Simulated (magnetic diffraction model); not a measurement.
## RbCeCuTe4: what an assumed order does to the neutron pattern

Space group P4/nmm (no. 129, origin choice 1), a = 4.6090 Å, c = 21.3800 Å.

| site | atom | x | y | z |
| --- | --- | --- | --- | --- |
| 2c | Ce | 0 | 1/2 | 0.5969 |
| 2c | Te | 1/2 | 0 | 0.0727 |
| 4f | Te | 1/2 | 1/2 | 0.2833 |
| 2c | Te | 0 | 1/2 | 0.4440 |
| 2c | Rb | 1/2 | 0 | 0.8563 |
| 2a | Cu | 1/2 | 1/2 | 0 |

This is a made-up structure (elements placed in a structure type, unrelaxed), so the numbers test the method and describe no known phase.

Only Ce is taken to order (form factors of Ce3+); orders and moment sizes are assumed, and not adapted to the symmetry. Radiation: neutrons of λ = 2.52 Å, 2° to 60°; isotropic B of 0.4 Å² (Ce), 0.51 Å² (Te), 0.61 Å² (Rb) and 0.65 Å² (Cu). The intensities are simulated: I ∝ L Σ (|F_N|² + |F_M⊥|²) for unpolarised neutrons, with F_M = 2.695 fm/μB × Σ f(s) S exp(2πi Q·r) exp(−B s²) at Q = H ± k (one set where k and −k are equivalent), only the part normal to Q counting and L = 1/(sin²θ cos θ). For a modulated order the moment at position r is S exp(−2πi k·r) + c.c., with S = m/2 for a sine wave of amplitude m and S = m(u + iv)/2 for moments turning in a plane, u and v being orthogonal unit vectors in it; the phase factor of the sum at Q = H + k is then exp(2πi H·r). Form factors are spin-only for 3d ions and dipole or tabulated for f ions, scattering lengths are Sears's of 1992, and absorption is left out. A label names one of the reflections at its angle. The strongest nuclear line in the range is 100, and lines under 0.2 are left out.

Assume the order k = (0 0 1/3), moments turning in the plane of [100] and [010], 1.3 μB on Ce; signs + at (0, 1/2, 0.5969), − at (1/2, 0, 0.4031).

Q: Where does magnetic intensity appear, and how strong is it?

| 2θ (°) | index | nuclear | magnetic |
| --- | --- | --- | --- |
| 4.50 | (0 0 2/3) | 0.0 | 9.1 |
| 6.76 | (0 0 1) | 60.8 | 0.0 |
| 9.01 | (0 0 4/3) | 0.0 | 2.3 |
| 11.27 | (0 0 5/3) | 0.0 | 3.9 |
| 13.54 | (0 0 2) | 13.2 | 0.0 |
| 15.81 | (0 0 7/3) | 0.0 | 2.0 |
| 18.08 | (0 0 8/3) | 0.0 | 1.6 |
| 20.37 | (0 0 3) | 13.1 | 0.0 |
| 22.66 | (0 0 10/3) | 0.0 | 1.0 |
| 24.96 | (0 0 11/3) | 0.0 | 0.4 |
| 27.27 | (0 0 4) | 3.1 | 0.0 |
| 29.59 | (0 0 13/3) | 0.0 | 0.3 |
| 31.82 | (1 0 1/3) | 0.0 | 1.1 |
| 32.07 | (1 0 2/3) | 0.0 | 0.7 |
| 32.48 | (1 0 1) | 1.8 | 0.0 |
| 33.05 | (1 0 4/3) | 0.0 | 0.7 |
| 34.27 | (0 0 5) | 0.2 | 0.0 |
| 34.64 | (1 0 2) | 3.1 | 0.0 |
| 38.00 | (1 0 3) | 1.5 | 0.0 |
| 40.79 | (1 0 11/3) | 0.0 | 0.5 |
| 41.42 | (0 0 6) | 0.9 | 0.0 |
| 42.32 | (1 0 4) | 29.3 | 0.0 |
| 43.94 | (1 0 13/3) | 0.0 | 0.5 |
| 45.49 | (1 1 0) | 1.8 | 0.0 |
| 45.63 | (1 0 14/3) | 0.0 | 0.8 |
| 46.04 | (1 1 1) | 5.1 | 0.0 |
| 47.02 | (1 1 5/3) | 0.0 | 0.4 |
| 47.40 | (1 0 5) | 6.8 | 0.0 |
| 47.68 | (1 1 2) | 21.7 | 0.0 |
| 48.45 | (1 1 7/3) | 0.0 | 0.4 |
| 48.73 | (0 0 7) | 32.3 | 0.0 |
| 49.24 | (1 0 16/3) | 0.0 | 0.7 |
| 49.33 | (1 1 8/3) | 0.0 | 0.5 |
| 50.32 | (1 1 3) | 76.1 | 0.0 |
| 51.14 | (1 0 17/3) | 0.0 | 0.5 |
| 51.40 | (1 1 10/3) | 0.0 | 0.4 |
| 53.10 | (1 0 6) | 34.1 | 0.0 |
| 53.85 | (1 1 4) | 100.0 | 0.0 |
| 55.12 | (1 0 19/3) | 0.0 | 0.4 |
| 58.17 | (1 1 5) | 1.3 | 0.0 |
| 59.33 | (1 0 7) | 9.4 | 0.0 |

The strongest magnetic line in the range is (0 0 2/3) at 4.50° (9.1). On top of the Lorentz factor, which all lines share, magnetic lines fade with angle because f falls: for Ce3+ it is 0.96, 0.86, 0.71 and 0.43 at sin θ/λ = 0.1, 0.2, 0.3 and 0.5 Å⁻¹, while nuclear lengths stay constant. The order has no net moment.
